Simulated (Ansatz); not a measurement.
# Ca on W(110): change of the work function, part 3 of 3

How does Ca on the hollow site change the work function of W(110) as the layer fills?

Ansatz 0.2.0; plane-wave DFT, PBE, Ansatz PAW.

So far, work function, upper face (eV): step 2 (the clean slab) 4.84; step 3 (37 atoms, coverage 0.111 ML, cell 3x3) 2.57.

### Step 4. The covered slab, k-mesh 6×6×1, coverage 0.25 ML

System of this step: CaW16 (Ca/W(110)). The cell holds 17 atoms: 16 W and 1 Ca. Its edges and angles: a = 5.473 Å, b = 5.473 Å, c = 27.831 Å, α = 90.0°, β = 90.0°, γ = 70.5°. Vacuum lies along c.

Another coverage, to see how the dipoles act on each other as their distance changes.

Input file input.yaml:

```yaml
crystal:
  lattice:
    - [4.468914857, -3.16, 0.0]
    - [4.468914857, 3.16, 0.0]
    - [0.0, 0.0, 27.8312890161]
  atoms:
    - { symbol: W, position: [0.0, 0.0, 0.323377045] }
    - { symbol: W, position: [0.25, 0.25, 0.4036628495] }
    - { symbol: W, position: [0.0, 0.0, 0.485309634] }
    - { symbol: W, position: [0.25, 0.25, 0.5640759779] }
    - { symbol: W, position: [0.0, 0.5, 0.323377045] }
    - { symbol: W, position: [0.25, 0.75, 0.4036628495] }
    - { symbol: W, position: [0.0, 0.5, 0.485309634] }
    - { symbol: W, position: [0.25, 0.75, 0.5640759779] }
    - { symbol: W, position: [0.5, 0.0, 0.323377045] }
    - { symbol: W, position: [0.75, 0.25, 0.4036628495] }
    - { symbol: W, position: [0.5, 0.0, 0.485309634] }
    - { symbol: W, position: [0.75, 0.25, 0.5640759779] }
    - { symbol: W, position: [0.5, 0.5, 0.323377045] }
    - { symbol: W, position: [0.75, 0.75, 0.4036628495] }
    - { symbol: W, position: [0.5, 0.5, 0.485309634] }
    - { symbol: W, position: [0.75, 0.75, 0.5640759779] }
    - { symbol: Ca, position: [0.42, 0.42, 0.676622955] }
kpoints:
  mp_grid: { grid: [6, 6, 1] }
hamiltonian:
  xc: pbe
scf:
  occupations: { method: fermi_dirac, width: 0.1 }
  convergence: { dr2_threshold: 1.0e-08 }
efield:
  axis: 3
  dipole_correction: true
  ramp_position: 0.97
  ramp_width: 0.06
relax:
  f_tol: 0.02
  max_steps: 60
  constraints: [{ sites: [0, 1, 4, 5, 8, 9, 12, 13] }]
output:
  dos: { projected: true, e_range: [-8, 4] }
  write_potential: true
  write_density: true
  volumetric_format: npy
  elf: true
```

Command:

```bash
ansatz run input.yaml --threads 4 --pin off --max-ram 16384MiB --backend cpu --events-out ev --progress --plain --runs-dir out
```

Numbers of over 12 decimals in the logs are rounded to 6 here.

The program printed:

```text
[...]
Crystal: 17 atoms, lattice volume = 786.054 Å³
Basis set: ecut = 420 eV, 15357 PW (Γ), exchange–correlation on 80×80×384 points (8 copies of the dense FFT grid, shifted against one another)
Bands: 141, of which v1, the nominal top of the filled ones, is band 117 counted from 1 (116 counted from 0)
Symmetry: 2 space group operations
[...]
k-points: 13 of 36 (time reversal used)
[...]
SCF iter   1: F=—  HF=-167964.110588 eV  |F-HF|=—  |Δ(HF+E_count)|=         —  Δρ=1.22e-2  dr2=4.88e1  ethr=1.77e-3  p=0.566 e·Å  D=1.30e-1 V/Å  ΔV_dip=-3.62 eV  dr2_dipole=3.69e1  V_vac-E_F(+/−)=1.77/5.39 eV  ⟨swp⟩=14.8  Hψ=11548  notcnv=0
[...]
SCF iter  12: F=-167963.126058 eV  HF=-167963.126058 eV  |F-HF|=2.24e-9  |Δ(HF+E_count)|=   9.72e-9  Δρ=3.54e-7  dr2=1.93e-9  ethr=4.27e-12  p=0.336 e·Å  D=7.74e-2 V/Å  ΔV_dip=-2.15 eV  dr2_dipole=3.10e-10  V_vac-E_F(+/−)=2.74/4.90 eV  ⟨swp⟩=10.5  Hψ=11771  notcnv=0
SCF 1 converged in 12 iterations: F = -167963.126058 eV  dr2 = 1.93e-9
[...]
relax step   1: F+E_penalty+E_count = -167963.12605759 eV  Δ(F+E_penalty+E_count) = +0.000e0 eV  max|allowed force component| = 1.301e0 eV/Å  Δτ_max = 0.0000 Å  (12 SCF iters, accepted)
[...]
SCF iter   1: F=—  HF=-167963.415719 eV  |F-HF|=—  |Δ(HF+E_count)|=         —  Δρ=3.50e-3  dr2=3.22e-1  ethr=1.15e-4  p=0.336 e·Å  D=7.74e-2 V/Å  ΔV_dip=-2.15 eV  dr2_dipole=1.21e-4  V_vac-E_F(+/−)=2.76/4.91 eV  ⟨swp⟩=2.0  Hψ=7339  notcnv=0
[...]
eigensolver tolerance schedule calibrated: the retry pair's looser diagonalisation under-reported the residual by θ = 0.17 (0.12/decade); ethr = c·dr2/N_el runs at the constant in force after the calibration composes with the one it found (an armed cap, an earlier calibration), c = 7.4e-2
[...]
SCF iter   2: F=—  HF=-167963.381543 eV  |F-HF|=—  |Δ(HF+E_count)|=   3.42e-2  Δρ=1.83e-3  dr2=1.02e-1  ethr=1.01e-4  p=0.374 e·Å  D=8.61e-2 V/Å  ΔV_dip=-2.40 eV  dr2_dipole=3.57e-3  V_vac-E_F(+/−)=2.51/4.91 eV  ⟨swp⟩=4.1  Hψ=3664  notcnv=0
[...]
SCF iter  11: F=-167963.368779 eV  HF=-167963.368779 eV  |F-HF|=2.33e-10  |Δ(HF+E_count)|=   1.19e-9  Δρ=3.03e-7  dr2=2.22e-9  ethr=3.14e-12  p=0.374 e·Å  D=8.62e-2 V/Å  ΔV_dip=-2.40 eV  dr2_dipole=3.08e-13  V_vac-E_F(+/−)=2.50/4.90 eV  ⟨swp⟩=12.8  Hψ=13886  notcnv=0
SCF 2 converged in 11 iterations: F = -167963.368779 eV  dr2 = 2.22e-9
[...]
relax step   2: F+E_penalty+E_count = -167963.36877883 eV  Δ(F+E_penalty+E_count) = -2.427e-1 eV  max|allowed force component| = 1.119e0 eV/Å  Δτ_max = 0.1914 Å  (11 SCF iters, accepted)
SCF iter   1: F=—  HF=-167963.613764 eV  |F-HF|=—  |Δ(HF+E_count)|=         —  Δρ=3.67e-3  dr2=9.93e-1  ethr=1.25e-3  p=0.374 e·Å  D=8.62e-2 V/Å  ΔV_dip=-2.40 eV  dr2_dipole=1.72e-1  V_vac-E_F(+/−)=2.53/4.93 eV  ⟨swp⟩=8.1  Hψ=5442  notcnv=0
[...]
SCF iter  10: F=-167963.562843 eV  HF=-167963.562843 eV  |F-HF|=1.11e-9  |Δ(HF+E_count)|=   1.28e-8  Δρ=5.55e-7  dr2=7.26e-9  ethr=4.27e-12  p=0.416 e·Å  D=9.57e-2 V/Å  ΔV_dip=-2.66 eV  dr2_dipole=8.08e-10  V_vac-E_F(+/−)=2.23/4.90 eV  ⟨swp⟩=13.1  Hψ=14684  notcnv=0
SCF 3 converged in 10 iterations: F = -167963.562843 eV  dr2 = 7.26e-9
[...]
relax step   3: F+E_penalty+E_count = -167963.56284297 eV  Δ(F+E_penalty+E_count) = -1.941e-1 eV  max|allowed force component| = 5.303e-1 eV/Å  Δτ_max = 0.1951 Å  (10 SCF iters, accepted)
[...]
relax step   4: F+E_penalty+E_count = -167963.62263987 eV  Δ(F+E_penalty+E_count) = -5.980e-2 eV  max|allowed force component| = 1.939e-1 eV/Å  Δτ_max = 0.1973 Å  (10 SCF iters, accepted)
[...]
relax step   5: F+E_penalty+E_count = -167963.65897668 eV  Δ(F+E_penalty+E_count) = -3.634e-2 eV  max|allowed force component| = 1.483e-1 eV/Å  Δτ_max = 0.1911 Å  (10 SCF iters, accepted)
[...]
relax step   6: F+E_penalty+E_count = -167963.68508738 eV  Δ(F+E_penalty+E_count) = -2.611e-2 eV  max|allowed force component| = 8.114e-2 eV/Å  Δτ_max = 0.1950 Å  (9 SCF iters, accepted)
[...]
relax step   7: F+E_penalty+E_count = -167963.69483268 eV  Δ(F+E_penalty+E_count) = -9.745e-3 eV  max|allowed force component| = 1.894e-2 eV/Å  Δτ_max = 0.1724 Å  (9 SCF iters, accepted)
SCF iter   1: F=—  HF=-167963.695048 eV  |F-HF|=—  |Δ(HF+E_count)|=         —  Δρ=7.88e-4  dr2=7.11e-3  ethr=2.81e-5  p=0.444 e·Å  D=1.02e-1 V/Å  ΔV_dip=-2.85 eV  dr2_dipole=1.48e-4  V_vac-E_F(+/−)=2.05/4.90 eV  ⟨swp⟩=5.2  Hψ=4661  notcnv=0
[...]
SCF iter   8: F=-167963.695360 eV  HF=-167963.695360 eV  |F-HF|=4.16e-9  |Δ(HF+E_count)|=   8.64e-8  Δρ=8.55e-7  dr2=8.98e-9  ethr=4.27e-12  p=0.445 e·Å  D=1.02e-1 V/Å  ΔV_dip=-2.85 eV  dr2_dipole=1.99e-11  V_vac-E_F(+/−)=2.04/4.90 eV  ⟨swp⟩=13.1  Hψ=14692  notcnv=0
SCF 8 converged in 8 iterations: F = -167963.695360 eV  dr2 = 8.98e-9
relax step   8: F+E_penalty+E_count = -167963.69535999 eV  Δ(F+E_penalty+E_count) = -5.273e-4 eV  max|allowed force component| = 1.842e-2 eV/Å  Δτ_max = 0.0610 Å  (8 SCF iters, accepted)
[...]
SCF converged after 8 iterations
Free energy (F): -167963.695360 eV
[...]
Internal energy: -167963.282897 eV  (E = F + TS)
E sigma→0 (E₀):  -167963.489128 eV
Entropy (-TS):   -0.412463 eV (-24.263 meV/atom)
Fermi energy:    5.462847 eV
Dipole field:    D = 0.102467 V/Å  (p = 0.445116 e·Å, saw-weighted, corrected)
Work function:   Φ+ = 2.0448 eV   Φ− = 4.8966 eV
[...]
--- Forces (eV/Å), atoms counted from 1 ---
  atom   1  W      0.00014742    -0.00000000     0.38398164
  atom   2  W     -0.00768835     0.00000000    -0.30804255
  atom   3  W      0.00127862    -0.00000000     0.01289667
  atom   4  W     -0.00581118     0.00000000    -0.01518676
  atom   5  W     -0.00013868     0.00027125     0.34510256
  atom   6  W      0.00451166    -0.03579118    -0.41611696
  atom   7  W     -0.00054397     0.00773436    -0.00987894
  atom   8  W     -0.00290124    -0.00688490     0.00907493
  atom   9  W     -0.00013868    -0.00027125     0.34510256
  atom  10  W      0.00451166     0.03579118    -0.41611696
  atom  11  W     -0.00054397    -0.00773436    -0.00987894
  atom  12  W     -0.00290124     0.00688490     0.00907493
  atom  13  W     -0.00035666    -0.00000000     0.37788286
  atom  14  W      0.01712366     0.00000000    -0.30751530
  atom  15  W     -0.00623060    -0.00000000     0.00613663
  atom  16  W      0.00154273    -0.00000000    -0.01842405
  atom  17  Ca    -0.00186307    -0.00000000     0.01189424
  max |Σ_I F_I| component: 1.34e-5 eV/Å
--- Band table (eV; the first three rows and the last of 13) ---
  k-point 0: bands = [... 113 lower, 5.8449, 5.8666, 6.0180, 6.0925, 6.1774, 6.3470, 6.4559, 6.5044, ... 20 higher]
  k-point 1: bands = [... 113 lower, 5.3788, 5.6257, 5.7104, 5.7738, 5.9400, 6.3144, 6.4202, 6.5611, ... 20 higher]
  k-point 2: bands = [... 113 lower, 4.8529, 4.9929, 5.2101, 5.4085, 5.6315, 5.7774, 6.0071, 6.1295, ... 20 higher]
  k-point 12: bands = [... 113 lower, 4.7173, 4.7242, 4.7753, 4.9387, 4.9675, 5.0523, 5.0929, 5.5117, ... 20 higher]
--- Relaxed structure (8 steps of the walk, 8 accepted, 0 SCFs on fresh bases) ---
  F+E_penalty+E_count = -167963.69535999 eV   max|allowed force component| = 1.842e-2 eV/Å
  atoms:
    - { symbol: W, position: [0.0, 0.0, 0.323377045] }
    - { symbol: W, position: [0.250000, 0.250000, 0.403663] }
    - { symbol: W, position: [0.000120676, 0.000120676, 0.484838] }
    - { symbol: W, position: [0.253707, 0.253707, 0.565700] }
    - { symbol: W, position: [2.7755575615628914e-17, 0.500000, 0.323377045] }
    - { symbol: W, position: [0.25, 0.750000, 0.403663] }
    - { symbol: W, position: [0.000229944, 0.500085, 0.485035] }
    - { symbol: W, position: [0.245290, 0.755269, 0.563702] }
    - { symbol: W, position: [0.500000, 2.7755575615628914e-17, 0.323377045] }
    - { symbol: W, position: [0.750000, 0.25, 0.403663] }
    - { symbol: W, position: [0.500085, 0.000229944, 0.485035] }
    - { symbol: W, position: [0.755269, 0.245290, 0.563702] }
    - { symbol: W, position: [0.500000, 0.500000, 0.323377045] }
    - { symbol: W, position: [0.750000, 0.750000, 0.403663] }
    - { symbol: W, position: [0.500203, 0.500203, 0.485068] }
    - { symbol: W, position: [0.746869, 0.746869, 0.565689] }
    - { symbol: Ca, position: [0.500775, 0.500775, 0.655556] }
```

Wall time 5.2 min (4 threads of Intel Xeon Platinum 8175M at 2.50GHz (Skylake/Cascade Lake), shared host); peak memory 3.2 GiB; 20 min of CPU time.

Step by step:

| step | energy less that of the first step (eV) | largest force component (eV/Å) |
| --- | --- | --- |
| 1 | 0.0000 | 1.3014 |
| 2 | -0.2427 | 1.1186 |
| 3 | -0.4368 | 0.5303 |
| 4 | -0.4966 | 0.1939 |
| 5 | -0.5329 | 0.1483 |
| 6 | -0.5590 | 0.0811 |
| 7 | -0.5688 | 0.0189 |
| 8 | -0.5693 | 0.0184 |

The run keeps the 2 symmetry operations that it works with, so distortions that break them were not tested.

The atoms that moved most (Å):

| atom | dx | dy | dz | length |
| --- | --- | --- | --- | --- |
| Ca17 | 0.722 | 0.000 | -0.586 | 0.930 |
| W4 | 0.033 | 0.000 | 0.045 | 0.056 |
| W16 | -0.028 | 0.000 | 0.045 | 0.053 |
| W8 | 0.002 | 0.032 | -0.010 | 0.033 |
| W12 | 0.002 | -0.032 | -0.010 | 0.033 |
| W3 | 0.001 | 0.000 | -0.013 | 0.013 |
| W7 | 0.001 | 0.000 | -0.008 | 0.008 |
| W11 | 0.001 | 0.000 | -0.008 | 0.008 |

The relaxed structure:

```cif
data_structure
_symmetry_space_group_name_H-M 'P 1'
_symmetry_Int_Tables_number 1
_cell_length_a 5.4733
_cell_length_b 5.4733
_cell_length_c 27.8313
_cell_angle_alpha 90.000
_cell_angle_beta 90.000
_cell_angle_gamma 70.529
_cell_volume 786.05
loop_
_atom_site_label
_atom_site_type_symbol
_atom_site_fract_x
_atom_site_fract_y
_atom_site_fract_z
_atom_site_occupancy
W1 W 0.00000 0.00000 0.32338 1
W2 W 0.25000 0.25000 0.40366 1
W3 W 0.00012 0.00012 0.48484 1
W4 W 0.25371 0.25371 0.56570 1
W5 W 0.00000 0.50000 0.32338 1
W6 W 0.25000 0.75000 0.40366 1
W7 W 0.00023 0.50008 0.48503 1
W8 W 0.24529 0.75527 0.56370 1
W9 W 0.50000 0.00000 0.32338 1
W10 W 0.75000 0.25000 0.40366 1
W11 W 0.50008 0.00023 0.48503 1
W12 W 0.75527 0.24529 0.56370 1
W13 W 0.50000 0.50000 0.32338 1
W14 W 0.75000 0.75000 0.40366 1
W15 W 0.50020 0.50020 0.48507 1
W16 W 0.74687 0.74687 0.56569 1
Ca17 Ca 0.50078 0.50078 0.65556 1
```

Numbers from this step:

| Item | Value |
| --- | --- |
| energy at zero smearing | -167963.4891 eV |
| work function, upper face | 2.045 eV |
| work function, lower face | 4.897 eV |
| dipole along the normal | 0.4451 e·Å |
| step between the vacuum levels | -2.852 eV |

Running mean over 2.234 Å of the planar mean; the ramp of the sawtooth is left out. Electron's electrostatic potential energy less the Fermi level against z:

| z (Å) | electron's electrostatic potential energy less the Fermi level (eV) |
| --- | --- |
| 4 | 4.90 |
| 5 | 4.88 |
| 6 | 4.75 |
| 7 | 3.27 |
| 8 | -5.75 |
| 9 | -12.2 |
| 10 | -12.5 |
| 11 | -12.7 |
| 12 | -12.5 |
| 13 | -12.6 |
| 14 | -12.7 |
| 15 | -12.6 |
| 16 | -11.6 |
| 17 | -4.20 |
| 18 | -0.602 |
| 19 | -0.470 |
| 20 | 1.28 |
| 21 | 1.87 |
| 22 | 2.00 |
| 23 | 2.04 |
| 24 | 2.04 |

The density of states has structure finer than the step of the table below, so its rows give means over 0.25 eV, whole bins alone (the curve runs from -8 to 1.74 eV). Peaks (eV: height): -3.310: 28.4, -3.100: 43.5, -2.920: 28.9, -2.740: 29.3, -2.590: 27.8, -2.290: 32.1, 1.590: 28.0.

Table of density of states by energy, zero at the Fermi level; means over each step:

energy (eV), density of states (states/eV a cell) and a bar:
```
    -7.75        0.9 
    -7.50        1.8 #
    -7.25        2.0 #
    -7.00        2.3 ##
    -6.75        2.1 ##
    -6.50        1.6 #
    -6.25        4.3 ####
    -6.00        5.1 #####
    -5.75       10.8 ############
    -5.50        8.4 #########
    -5.25       10.9 #############
    -5.00       11.6 #############
    -4.75       13.1 ###############
    -4.50       20.5 #########################
    -4.25       12.8 ###############
    -4.00       12.2 ##############
    -3.75        9.0 ##########
    -3.50        8.4 #########
    -3.25       19.9 ########################
    -3.00       24.8 ##############################
    -2.75       24.4 ##############################
    -2.50       20.9 #########################
    -2.25       21.9 ##########################
    -2.00       20.7 #########################
    -1.75       22.6 ###########################
    -1.50       22.5 ###########################
    -1.25       15.0 ##################
    -1.00       14.7 #################
    -0.75       10.4 ############
    -0.50       14.2 #################
    -0.25       11.7 ##############
     0.00       13.5 ################
     0.25       13.5 ################
     0.50       14.7 #################
     0.75       14.1 #################
     1.00       18.8 #######################
     1.25       20.4 #########################
     1.50       22.7 ###########################
```

Projected DOS per atom over height of the atomic layer and energy from the Fermi level. Layers: W4 W4 W4 W4 Ca from below.

Ten even steps from '0' (0.00 states/eV) to '9' (1.71 states/eV), each cell a mean:
```
67751
65562
63352
52253
42252
62251
72361
95592
86692
76681
79980
37740
33330
45540
47640
25520
24420
12210
01100
00000
00000
00000
```
Columns: height of the atomic layer (Å) from 9 to 18.2 (not evenly spaced); rows upwards: energy from the Fermi level (eV) from -7.96 to 1.75.

Electrostatic potential energy in the ca plane at fractional y = 0.500, with atoms of W and Ca within 0.2 Å of it. With pseudopotentials it is smooth inside the atoms' cores, unlike the true potential.

Ten even steps from '0' (-59 eV) to '9' (9 eV), each cell a mean:
```
00489999986100279999999999999999999999999999
24689999997423589999999999999999999999999999
77899989999877899999999999999999999999999999
88999888999988999988999999999999999999999999
67899989999777899999999987788999999999999999
23689999997423589999999864468999999999999999
00489999986100269999999730037899999999999999
00389999985000169999999720027899999999999999
02589999986201379999999852247899999999999999
56899989998655789999999976678999999999999999
88999988999888899999999998889999999999999999
88999988999888899988999999999999999999999999
46899989998655789999999999999999999999999999
02589999986201379999999999999999999999999999
00389999985000169999999999999999999999999999
```
Columns run along c (16.0 Å, from fractional 0.32 to 0.90 of the cell; values clipped at the 3rd and 97th percentile), rows up along a (5.5 Å). Atoms in or near the plane, at fractional coordinates: W at (0.32, 0.00), W at (0.49, 0.00), W at (0.32, 0.50), W at (0.49, 0.50), Ca at (0.66, 0.50).

Valence density in the ca plane at fractional y = 0.500, with atoms of W and Ca within 0.2 Å of it. It is the smooth field of the valence electrons, not physical close to the nuclei.

Values in e/Å³, 8 rows by 16 columns, each cell a mean:
```
3.2 0.4 0.3 0.5 3.7 1.5 0.3 0.2 0.1 0.0 0.0 0.0 0.0 0.0 0.0 0.0
0.6 0.3 0.4 0.3 0.6 0.4 0.4 0.3 0.1 0.0 0.0 0.0 0.0 0.0 0.0 0.0
1.0 0.3 0.4 0.3 1.2 0.5 0.3 0.3 0.2 0.7 0.1 0.0 0.0 0.0 0.0 0.0
3.8 0.4 0.3 0.6 4.4 1.9 0.3 0.2 0.9 4.8 0.6 0.0 0.0 0.0 0.0 0.0
3.2 0.4 0.3 0.5 3.7 1.5 0.3 0.2 0.6 3.5 0.4 0.0 0.0 0.0 0.0 0.0
0.6 0.3 0.4 0.3 0.6 0.4 0.4 0.3 0.2 0.3 0.0 0.0 0.0 0.0 0.0 0.0
1.0 0.3 0.4 0.3 1.2 0.5 0.3 0.3 0.1 0.0 0.0 0.0 0.0 0.0 0.0 0.0
3.8 0.4 0.3 0.6 4.4 1.9 0.3 0.2 0.1 0.0 0.0 0.0 0.0 0.0 0.0 0.0
```
Columns run along c (16.0 Å, from fractional 0.32 to 0.90 of the cell), rows up along a (5.5 Å). Atoms in or near the plane, at fractional coordinates: W at (0.32, 0.00), W at (0.49, 0.00), W at (0.32, 0.50), W at (0.49, 0.50), Ca at (0.66, 0.50).

ELF in the ca plane at fractional y = 0.500, with atoms of W and Ca within 0.2 Å of it. It is the smooth field of the valence electrons, not physical close to the nuclei.

Ten even steps from '0' (0.00) to '9' (0.85), each cell a mean:
```
47535434534755734544445443322211000000000000
76335434442577424444455543222221110000000000
43345444553343345444566642101122211000000000
43455444555444455444566410000013332100000000
43345444553343345444565224531012443210000000
76335434542577424444553279984102444210000000
47535444534745734444541499997101454321000000
16635544535723744544541599997201454321000000
77435434533777634444552389995102454310000000
64345434542355335444564147762012443210000000
43455444554333355444566311110013332100000000
43455444554333345444566531000123221000000000
64345434542365335444456643211222110000000000
77435434533777634444455543322211100000000000
16635544535723744544444443322111000000000000
```
Columns run along c (16.0 Å, from fractional 0.32 to 0.90 of the cell), rows up along a (5.5 Å). Atoms in or near the plane, at fractional coordinates: W at (0.32, 0.00), W at (0.49, 0.00), W at (0.32, 0.50), W at (0.49, 0.50), Ca at (0.66, 0.50).

The relaxation took 8 steps and lowered the energy by 0.57 eV; the largest force on the free atoms ends at 0.018 eV/Å.

By hand: a sheet of dipoles makes a step −p/(ε₀A) in the electron's potential. With e/ε₀ = 180.95 V·Å, p = 0.4451 e·Å and A = 28.24 Å², that is −180.95 × (0.4451) / 28.24 = -2.852 eV, and the two vacuum levels of the run differ by -2.852 eV.

The covered face has 2.04 eV, -2.80 eV against the clean one; the bare back face has moved by -0.00 eV, a measure of how thin the slab is.

### Step 5. Work function against coverage

This step: plane-wave DFT, PBE, Ansatz PAW; work function against coverage (Ansatz 0.2.0).

The runs are now put side by side.

This step gave:

* work function of the clean face: 4.845 eV
* largest change of the work function: -2.800 eV

Work function of the covered face against coverage:

| coverage (adsorbates/nm²) | work function of the covered face (eV) |
| --- | --- |
| 0.00 | 4.84 |
| 1.57 | 2.57 |
| 3.54 | 2.04 |

The dipole per adsorbate comes from the change of the cell's dipole. Coverage, by row:

| coverage (1/nm²) | coverage (ML) | work function (eV) | change (eV) | dipole per adsorbate, positive end outwards (debye) | mean height of the added atoms over the highest substrate atom (Å) |
| --- | --- | --- | --- | --- | --- |
| 1.573 | 0.1111 | 2.569 | -2.275 | 3.821 | 2.509 |
| 3.541 | 0.25 | 2.045 | -2.8 | 2.097 | 2.501 |

### Step 6. Results

- work function of the clean face: 4.84 eV
- work function at 0.11 ML: 2.57 eV
- work function at 0.25 ML: 2.04 eV
- dipole per adsorbate at 0.11 ML, positive end outwards: 3.82 D

Ca lowers the work function of W(110) at the lowest coverage, by 2.28 eV: the adsorbate layer has its positive end outwards. The slab has 4 layers, at the tabulated experimental lattice constant, one starting site was run, and quantum-size effects of a slab this thin can reach one or two tenths of an eV.

[Logs are printed without paths, hosts, clocks, repeated set-up lines and the standing remarks that a program may print on its own settings, such as how far it seeks lower states.]

[Hosts, paths, dates, database ids (printed as entryN), source tags and the programs' standing remarks are cut or masked in the printed files.]

[Maps of the electrostatic potential energy from Ansatz leave out the sawtooth potential of an applied field or a dipole correction, so their vacuum need not be flat; planar profiles and work functions include it.]
